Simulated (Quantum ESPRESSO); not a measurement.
# antimonene, 1 layer, stepped through biaxial strain, part 4 of 6

What law, if any, do the results for antimonene, 1 layer follow against biaxial strain?

Quantum ESPRESSO 7.5; plane-wave DFT, PBE, GBRV ultrasoft pseudopotentials.

So far. Step 3 (Relaxation with pw.x, -4 %): The relaxation lowers the energy by 9 meV an atom. Step 6 (Bands along a path, -4 %): Along this path the valence top lies at Γ and the conduction bottom at K.

## Step 7: Self-consistent run, -4 %

Level of this step: plane-wave DFT, PBE, PseudoDojo fully relativistic norm-conserving pseudopotentials (Quantum ESPRESSO 7.5).

Contents of m0.soc.in:

```
&control
  prefix = 'm0.soc'
  outdir = './out'
  pseudo_dir = './pseudo'
  calculation = 'scf'
  tprnfor = .true.
/
&system
  ibrav = 0
  nat = 2
  ntyp = 1
  ecutwfc = 72
  ecutrho = 288
  occupations = 'smearing'
  smearing = 'fd'
  degauss = 0.002
  noncolin = .true.
  lspinorb = .true.
  nbnd = 36
/
&electrons
  conv_thr = 1e-07
  mixing_beta = 0.4
  electron_maxstep = 120
  mixing_mode = 'plain'
/
ATOMIC_SPECIES
  Sb  121.7600  Sb.dojo-fr-pbe-0.4-standard.upf
CELL_PARAMETERS angstrom
  3.95350294656000 0.00000000000000 0.00000000000000
  -1.97675147328000 3.42383398560000 0.00000000000000
  0.00000000000000 0.00000000000000 16.65000000000000
ATOMIC_POSITIONS crystal
  Sb  0.666666666700 0.333333333300 0.448994972600
  Sb  0.333333333300 0.666666666700 0.551005027400
K_POINTS automatic
  6 6 1 0 0 0
```

On the command line:

```
$ OMP_NUM_THREADS=1 mpirun -n 4 pw.x -nk 2 -in m0.soc.in > m0.soc.out
```

Log:

```text
[banner, memory and clock lines left out]
Program PWSCF v.7.5 starts
[citation notice left out]

[...]
Message from routine setup:
[...]
bravais-lattice index     =            0
     lattice parameter (alat)  =       7.4710  a.u.
     unit-cell volume          =    1520.9173 (a.u.)^3
     number of atoms/cell      =            2
     number of atomic types    =            1
     number of electrons       =        30.00
     number of Kohn-Sham states=           36
     kinetic-energy cutoff     =      72.0000  Ry
     charge density cutoff     =     288.0000  Ry
     scf convergence threshold =      1.0E-07
     mixing beta               =       0.4000
     number of iterations used =            8  plain     mixing
     Exchange-correlation= PBE
                           (   1   4   3   4   0   0   0)
     Non magnetic calculation with spin-orbit

[...]
PseudoPot. # 1 for Sb read from file:
     ./pseudo/Sb.dojo-fr-pbe-0.4-standard.upf
     Pseudo is Norm-conserving + core correction, Zval = 15.0
     Generated using ONCVPSP code by D. R. Hamann
     Using radial grid of 1468 points, 10 beta functions with:
                l(1) =   0
                l(2) =   0
                l(3) =   1
                l(4) =   1
                l(5) =   1
                l(6) =   1
                l(7) =   2
                l(8) =   2
                l(9) =   2
               l(10) =   2

     atomic species   valence    mass     pseudopotential
     Sb               15.00   121.76000     Sb( 1.00)

     12 Sym. Ops., with inversion, found

[...]
number of k points=     7  Fermi-Dirac smearing, width (Ry)=  0.0020
[...]
Dense  grid:   125563 G-vectors     FFT dimensions: (  45,  45, 180)

     Initial potential from superposition of free atoms

     starting charge      29.9988, renormalised to      30.0000

     negative rho (up, down):  6.146E-06 0.000E+00
     Starting wfcs are   36 randomized atomic wfcs

     per-process dynamical memory:   113.9 Mb

     Self-consistent Calculation

     iteration #  1     ecut=    72.00 Ry     beta= 0.40
     Davidson diagonalization with overlap
     ethr =  1.00E-02,  avg # of iterations =  2.6

     Threshold (ethr) on eigenvalues was too large:
     Diagonalizing with lowered threshold

     Davidson diagonalization with overlap
     ethr =  6.12E-05,  avg # of iterations =  4.4

     negative rho (up, down):  1.613E-06 0.000E+00

     total energy              =    -363.67620361 Ry
     estimated scf accuracy    <       0.02098262 Ry

     iteration #  2     ecut=    72.00 Ry     beta= 0.40
[...]
negative rho (up, down):  4.812E-08 0.000E+00

[...]
total energy              =    -363.67594111 Ry
     estimated scf accuracy    <       0.00514917 Ry

     iteration #  3     ecut=    72.00 Ry     beta= 0.40
[...]
total energy              =    -363.67637653 Ry
     estimated scf accuracy    <       0.00022369 Ry

     iteration #  4     ecut=    72.00 Ry     beta= 0.40
[...]
total energy              =    -363.67640882 Ry
     estimated scf accuracy    <       0.00002463 Ry

     iteration #  5     ecut=    72.00 Ry     beta= 0.40
[...]
total energy              =    -363.67641199 Ry
     estimated scf accuracy    <       0.00000128 Ry

     iteration #  6     ecut=    72.00 Ry     beta= 0.40
[...]
total energy              =    -363.67641240 Ry
     estimated scf accuracy    <       0.00000012 Ry

     iteration #  7     ecut=    72.00 Ry     beta= 0.40
[...]
End of self-consistent calculation

          k = 0.0000 0.0000 0.0000 ( 15619 PWs)   bands (ev):

   -30.0341 -30.0341 -30.0040 -30.0040 -29.9919 -29.9919 -29.9551 -29.9551
   -28.8145 -28.8145 -28.8100 -28.8100 -28.8039 -28.8039 -28.6828 -28.6828
   -28.6804 -28.6804 -28.6673 -28.6673 -12.4715 -12.4715  -7.3844  -7.3844
    -1.9044  -1.9044  -0.6003  -0.6003  -0.1039  -0.1039   1.3067   1.3067
     2.1241   2.1241   2.6008   2.6008

          k = 0.0000 0.1925 0.0000 ( 15659 PWs)   bands (ev):

   -30.0317 -30.0317 -30.0073 -30.0073 -29.9853 -29.9853 -29.9552 -29.9552
   -28.8186 -28.8186 -28.8030 -28.8030 -28.7942 -28.7942 -28.6939 -28.6939
   -28.6838 -28.6838 -28.6669 -28.6669 -12.1415 -12.1415  -7.3035  -7.3035
    -2.5522  -2.5522  -1.6793  -1.6793  -0.9737  -0.9737   1.1601   1.1601
     2.7229   2.7229   2.9449   2.9449

[...]
the Fermi energy is     0.1130 ev

!    total energy              =    -363.67641243 Ry
     estimated scf accuracy    <       0.00000002 Ry
     smearing contrib. (-TS)   =      -0.00000076 Ry
     internal energy E=F+TS    =    -363.67641168 Ry

     The total energy is F=E-TS. E is the sum of the following terms:
     one-electron contribution =    -921.81147306 Ry
     hartree contribution      =     465.16319404 Ry
     xc contribution           =     -90.86009917 Ry
     ewald contribution        =     183.83196651 Ry

     convergence has been achieved in   7 iterations

     Forces acting on atoms (cartesian axes, Ry/au):

     atom    1 type  1   force =     0.00000000    0.00000000   -0.00068804
     atom    2 type  1   force =    -0.00000000   -0.00000000    0.00068804

     Total force =     0.000973     Total SCF correction =     0.001150
     SCF correction compared to forces is large: reduce conv_thr to get better values

[...]
```

The job ended after 43 s (4 MPI ranks of Arm Neoverse V1, shared host; peak memory 0.85 GiB).

Numbers from this step:

| Quantity | Value |
| --- | --- |
| free energy | -4948.0697 eV |
| Fermi energy | 0.113 eV |
| valence top, on the run's zero | -0.1039 eV |
| conduction bottom, on the run's zero | 0.3639 eV |
| gap by band count | 0.4678 eV |

## Step 8: Bands along a path, -4 %

Contents of m0.soc.bands.in:

```
&control
  prefix = 'm0.soc.bands'
  outdir = './out'
  pseudo_dir = './pseudo'
  calculation = 'bands'
/
&system
  ibrav = 0
  nat = 2
  ntyp = 1
  ecutwfc = 72
  ecutrho = 288
  occupations = 'smearing'
  smearing = 'fd'
  degauss = 0.002
  noncolin = .true.
  lspinorb = .true.
  nbnd = 36
/
&electrons
  conv_thr = 1e-07
  mixing_beta = 0.4
  electron_maxstep = 120
  mixing_mode = 'plain'
/
ATOMIC_SPECIES
  Sb  121.7600  Sb.dojo-fr-pbe-0.4-standard.upf
CELL_PARAMETERS angstrom
  3.95350294656000 0.00000000000000 0.00000000000000
  -1.97675147328000 3.42383398560000 0.00000000000000
  0.00000000000000 0.00000000000000 16.65000000000000
ATOMIC_POSITIONS crystal
  Sb  0.666666666700 0.333333333300 0.448994972600
  Sb  0.333333333300 0.666666666700 0.551005027400
K_POINTS crystal_b
4
  0.0000000000 0.0000000000 0.0000000000 10
  0.5000000000 0.0000000000 0.0000000000 10
  0.3333333333 0.3333333333 0.0000000000 10
  0.0000000000 0.0000000000 0.0000000000 1
```

On the command line:

```
$ cp -r out/m0.soc.save out/m0.soc.bands.save
$ cp out/m0.soc.xml out/m0.soc.bands.xml
$ OMP_NUM_THREADS=1 mpirun -n 4 pw.x -nk 4 -in m0.soc.bands.in > m0.soc.bands.out
```

Log:

```text
[banner, memory and clock lines left out]
Program PWSCF v.7.5 starts
[citation notice left out]

[...]
Message from routine setup:
[...]
bravais-lattice index     =            0
     lattice parameter (alat)  =       7.4710  a.u.
     unit-cell volume          =    1520.9173 (a.u.)^3
     number of atoms/cell      =            2
     number of atomic types    =            1
     number of electrons       =        30.00
     number of Kohn-Sham states=           36
     kinetic-energy cutoff     =      72.0000  Ry
     charge density cutoff     =     288.0000  Ry
     Exchange-correlation= PBE
                           (   1   4   3   4   0   0   0)
     Non magnetic calculation with spin-orbit

[...]
PseudoPot. # 1 for Sb read from file:
     ./pseudo/Sb.dojo-fr-pbe-0.4-standard.upf
     Pseudo is Norm-conserving + core correction, Zval = 15.0
     Generated using ONCVPSP code by D. R. Hamann
     Using radial grid of 1468 points, 10 beta functions with:
                l(1) =   0
                l(2) =   0
                l(3) =   1
                l(4) =   1
                l(5) =   1
                l(6) =   1
                l(7) =   2
                l(8) =   2
                l(9) =   2
               l(10) =   2

     atomic species   valence    mass     pseudopotential
     Sb               15.00   121.76000     Sb( 1.00)

     12 Sym. Ops., with inversion, found

[...]
number of k points=    31  Fermi-Dirac smearing, width (Ry)=  0.0020
[...]
Dense  grid:   125563 G-vectors     FFT dimensions: (  45,  45, 180)

     The potential is recalculated from file :
     ./out/m0.soc.bands.save/charge-density

     Starting wfcs are   36 randomized atomic wfcs

     Band Structure Calculation
     Davidson diagonalization with overlap

     ethr =  3.33E-10,  avg # of iterations = 26.6

     End of band structure calculation

          k = 0.0000 0.0000 0.0000 ( 15619 PWs)   bands (ev):

   -30.0333 -30.0333 -30.0031 -30.0031 -29.9911 -29.9911 -29.9542 -29.9542
   -28.8136 -28.8136 -28.8092 -28.8092 -28.8030 -28.8030 -28.6820 -28.6820
   -28.6795 -28.6795 -28.6664 -28.6664 -12.4703 -12.4703  -7.3839  -7.3839
    -1.9039  -1.9039  -0.5992  -0.5992  -0.1028  -0.1028   1.3078   1.3078
     2.1250   2.1250   2.6017   2.6017

          k = 0.0500 0.0289 0.0000 ( 15641 PWs)   bands (ev):

   -30.0332 -30.0332 -30.0037 -30.0037 -29.9903 -29.9903 -29.9542 -29.9542
   -28.8149 -28.8149 -28.8078 -28.8078 -28.8021 -28.8021 -28.6839 -28.6839
   -28.6789 -28.6789 -28.6666 -28.6666 -12.4403 -12.4403  -7.3732  -7.3732
    -1.8967  -1.8967  -0.8227  -0.8227  -0.3220  -0.3220   1.5471   1.5471
     2.1586   2.1586   2.5842   2.5842

[...]
```

It took 1.9 min on 4 MPI ranks; peak memory 0.88 GiB; 7.6 min of CPU time.

Read from the output:

```
valence top, on the run's zero       : -0.1028 eV
conduction bottom, on the run's zero : 0.3646 eV
gap by band count                    : 0.4674 eV
```

Band numbers count within the set of bands kept for display. Electronic bands along the path, in eV, zero at the highest filled level of the SCF mesh; v1 is the highest filled band, c1 the lowest empty one:

```tsv
point	v4	v3	v2	v1	c1	c2	c3	c4
Γ	-0.50	-0.50	0.00	0.00	1.41	1.41	2.23	2.23
halfway	-1.65	-1.65	-1.22	-1.22	0.69	0.69	2.87	2.87
M	-2.55	-2.55	-1.99	-1.99	1.07	1.07	1.48	1.48
halfway	-2.96	-2.96	-2.35	-2.35	1.09	1.09	2.36	2.36
K	-2.78	-2.78	-2.59	-2.59	0.47	0.47	2.74	2.74
halfway	-2.51	-2.51	-1.39	-1.39	1.47	1.47	2.16	2.16
Γ	-0.50	-0.50	0.00	0.00	1.41	1.41	2.23	2.23
```

Along this path the valence top lies at Γ and the conduction bottom at K.

## Step 9: Relaxing the ions, -3 %

Level of this step: plane-wave DFT, PBE, GBRV ultrasoft pseudopotentials (Quantum ESPRESSO 7.5).

Contents of m1.relax.in:

```
&control
  prefix = 'm1.relax'
  outdir = './out'
  pseudo_dir = './pseudo'
  nstep = 40
  forc_conv_thr = 0.0003
  calculation = 'relax'
  tstress = .true.
/
&system
  ibrav = 0
  nat = 2
  ntyp = 1
  ecutwfc = 50
  ecutrho = 250
  occupations = 'smearing'
  smearing = 'fd'
  degauss = 0.002
/
&electrons
  conv_thr = 1e-09
  mixing_beta = 0.4
  electron_maxstep = 120
  mixing_mode = 'plain'
/
&ions
/
ATOMIC_SPECIES
  Sb  121.7600  sb_pbe_v1.4.uspp.F.UPF
CELL_PARAMETERS angstrom
  3.99468526892000 0.00000000000000 0.00000000000000
  -1.99734263446000 3.45949892295000 0.00000000000000
  0.00000000000000 0.00000000000000 16.65000000000000
ATOMIC_POSITIONS crystal
  Sb  0.666666666700 0.333333333300 0.450822177000
  Sb  0.333333333300 0.666666666700 0.549177823000
K_POINTS automatic
  12 12 1 0 0 0
```

On the command line:

```
$ OMP_NUM_THREADS=1 mpirun -n 4 pw.x -nk 4 -in m1.relax.in > m1.relax.out
```

Log:

```text
[banner, memory and clock lines left out]
Program PWSCF v.7.5 starts
[...]
Message from routine setup:
[...]
number of electrons       =        30.00
     number of Kohn-Sham states=           19
     kinetic-energy cutoff     =      50.0000  Ry
     charge density cutoff     =     250.0000  Ry
[...]
number of k points=    19  Fermi-Dirac smearing, width (Ry)=  0.0020
[...]
Dense  grid:   103509 G-vectors     FFT dimensions: (  40,  40, 160)
[...]
negative rho (up, down):  2.376E-04 0.000E+00
     Starting wfcs are   18 randomized atomic wfcs +    1 random wfcs
[...]
negative rho (up, down):  3.810E-06 0.000E+00
[...]
estimated scf accuracy    <       2.24602256 Ry
[...]
negative rho (up, down):  8.543E-07 0.000E+00
[...]
estimated scf accuracy    <       0.12012546 Ry
[...]
negative rho (up, down):  1.104E-05 0.000E+00
[...]
estimated scf accuracy    <       0.00713498 Ry
[...]
negative rho (up, down):  5.931E-05 0.000E+00
[...]
estimated scf accuracy    <       0.00118107 Ry
[...]
negative rho (up, down):  4.757E-05 0.000E+00
[...]
estimated scf accuracy    <       0.00001680 Ry
[...]
negative rho (up, down):  4.716E-05 0.000E+00
[...]
estimated scf accuracy    <       0.00000273 Ry
[...]
negative rho (up, down):  4.874E-05 0.000E+00
[...]
estimated scf accuracy    <       0.00000025 Ry
[...]
negative rho (up, down):  5.000E-05 0.000E+00
[...]
estimated scf accuracy    <       0.00000002 Ry
[...]
negative rho (up, down):  5.106E-05 0.000E+00
[...]
estimated scf accuracy    <          4.8E-09 Ry
[...]
negative rho (up, down):  5.302E-05 0.000E+00
[...]
the Fermi energy is    -0.3393 ev
!    total energy              =    -369.88926258 Ry
     estimated scf accuracy    <          3.6E-10 Ry
     smearing contrib. (-TS)   =      -0.00000000 Ry
     internal energy E=F+TS    =    -369.88926258 Ry
[...]
one-electron contribution =    -937.37773488 Ry
     hartree contribution      =     473.92133132 Ry
     xc contribution           =     -88.07722228 Ry
     ewald contribution        =     181.64436326 Ry
     convergence has been achieved in  10 iterations
     negative rho (up, down):  5.302E-05 0.000E+00
[...]
Total force =     0.024491     Total SCF correction =     0.000155
[...]
negative rho (up, down):  5.302E-05 0.000E+00
[...]
negative rho (up, down):  6.136E-05 0.000E+00
[...]
negative rho (up, down):  5.471E-05 0.000E+00
[...]
estimated scf accuracy    <       0.00001598 Ry
[...]
negative rho (up, down):  5.429E-05 0.000E+00
[...]
estimated scf accuracy    <       0.00000318 Ry
[...]
negative rho (up, down):  5.367E-05 0.000E+00
[...]
estimated scf accuracy    <       0.00000013 Ry
[...]
negative rho (up, down):  5.339E-05 0.000E+00
[...]
estimated scf accuracy    <       0.00000001 Ry
[...]
negative rho (up, down):  5.258E-05 0.000E+00
[...]
the Fermi energy is    -0.2896 ev
!    total energy              =    -369.88973720 Ry
     estimated scf accuracy    <          7.4E-10 Ry
     smearing contrib. (-TS)   =      -0.00000000 Ry
     internal energy E=F+TS    =    -369.88973720 Ry
[...]
one-electron contribution =    -934.75391568 Ry
     hartree contribution      =     472.63024075 Ry
     xc contribution           =     -88.06847119 Ry
     ewald contribution        =     180.30240893 Ry
     convergence has been achieved in   5 iterations
     negative rho (up, down):  5.258E-05 0.000E+00
[...]
Total force =     0.014429     Total SCF correction =     0.000046
[...]
negative rho (up, down):  5.258E-05 0.000E+00
[...]
negative rho (up, down):  6.262E-05 0.000E+00
[...]
negative rho (up, down):  5.471E-05 0.000E+00
[...]
estimated scf accuracy    <       0.00001945 Ry
[...]
negative rho (up, down):  5.411E-05 0.000E+00
[...]
estimated scf accuracy    <       0.00000382 Ry
[...]
negative rho (up, down):  5.348E-05 0.000E+00
[...]
estimated scf accuracy    <       0.00000017 Ry
[...]
negative rho (up, down):  5.308E-05 0.000E+00
[...]
estimated scf accuracy    <       0.00000001 Ry
[...]
negative rho (up, down):  5.232E-05 0.000E+00
[...]
estimated scf accuracy    <          7.1E-10 Ry
[...]
negative rho (up, down):  5.216E-05 0.000E+00
[...]
estimated scf accuracy    <          6.7E-11 Ry
[...]
negative rho (up, down):  5.223E-05 0.000E+00
[...]
the Fermi energy is    -0.2534 ev
!    total energy              =    -369.88997902 Ry
     estimated scf accuracy    <          7.4E-12 Ry
     smearing contrib. (-TS)   =      -0.00000000 Ry
     internal energy E=F+TS    =    -369.88997902 Ry
[...]
one-electron contribution =    -931.85892977 Ry
     hartree contribution      =     471.20488066 Ry
     xc contribution           =     -88.05889951 Ry
     ewald contribution        =     178.82296960 Ry
     convergence has been achieved in   7 iterations
     negative rho (up, down):  5.223E-05 0.000E+00
[...]
Total force =     0.003618     Total SCF correction =     0.000002
[...]
negative rho (up, down):  5.223E-05 0.000E+00
[...]
negative rho (up, down):  5.324E-05 0.000E+00
[...]
negative rho (up, down):  5.230E-05 0.000E+00
[...]
estimated scf accuracy    <       0.00000220 Ry
[...]
negative rho (up, down):  5.224E-05 0.000E+00
[...]
estimated scf accuracy    <       0.00000042 Ry
[...]
negative rho (up, down):  5.223E-05 0.000E+00
[...]
estimated scf accuracy    <       0.00000002 Ry
[...]
negative rho (up, down):  5.220E-05 0.000E+00
[...]
estimated scf accuracy    <          1.7E-09 Ry
[...]
negative rho (up, down):  5.214E-05 0.000E+00
[...]
estimated scf accuracy    <          7.1E-11 Ry
[...]
negative rho (up, down):  5.214E-05 0.000E+00
[...]
the Fermi energy is    -0.2416 ev
!    total energy              =    -369.88999553 Ry
     estimated scf accuracy    <          5.7E-12 Ry
     smearing contrib. (-TS)   =      -0.00000000 Ry
     internal energy E=F+TS    =    -369.88999553 Ry
[...]
one-electron contribution =    -930.88805911 Ry
     hartree contribution      =     470.72669659 Ry
     xc contribution           =     -88.05569941 Ry
     ewald contribution        =     178.32706640 Ry
     convergence has been achieved in   6 iterations
     negative rho (up, down):  5.214E-05 0.000E+00
[...]
Total force =     0.000062     Total SCF correction =     0.000006
[...]
negative rho (up, down):  5.214E-05 0.000E+00
[...]
```

Run time: 61 s. Hardware: 4 MPI ranks; peak memory 0.68 GiB.

Relaxation path:

```tsv
step	energy less that of the first step (eV)	largest force (eV/Å)
1	0.0000	0.4453
2	-0.0065	0.2623
3	-0.0097	0.0658
4	-0.0100	0.0011
```

The atoms that moved most (Å):

```tsv
atom	dx	dy	dz	length
Sb1	0.000	0.000	-0.023	0.023
Sb2	0.000	0.000	0.023	0.023
```

Final coordinates:

```
CELL_PARAMETERS angstrom
3.99469 0.00000 0.00000
-1.99734 3.45950 0.00000
0.00000 0.00000 16.65000
ATOMIC_POSITIONS crystal
Sb 0.66667 0.33333 0.44946
Sb 0.33333 0.66667 0.55054
```

The relaxation lowers the energy by 5 meV an atom.

Numbers from this step:

```
free energy  : -5032.6098 eV
Fermi energy : -0.2416 eV
```

(Part 4 of 6 ends here.)

[Logs are printed without paths, hosts, clocks, repeated set-up lines and the standing remarks that a program may print on its own settings, such as how far it seeks lower states.]

[Hosts, paths, dates, database ids (printed as entryN), source tags and the programs' standing remarks are cut or masked in the printed files.]

[Maps of the electrostatic potential energy from Ansatz leave out the sawtooth potential of an applied field or a dipole correction, so their vacuum need not be flat; planar profiles and work functions include it.]
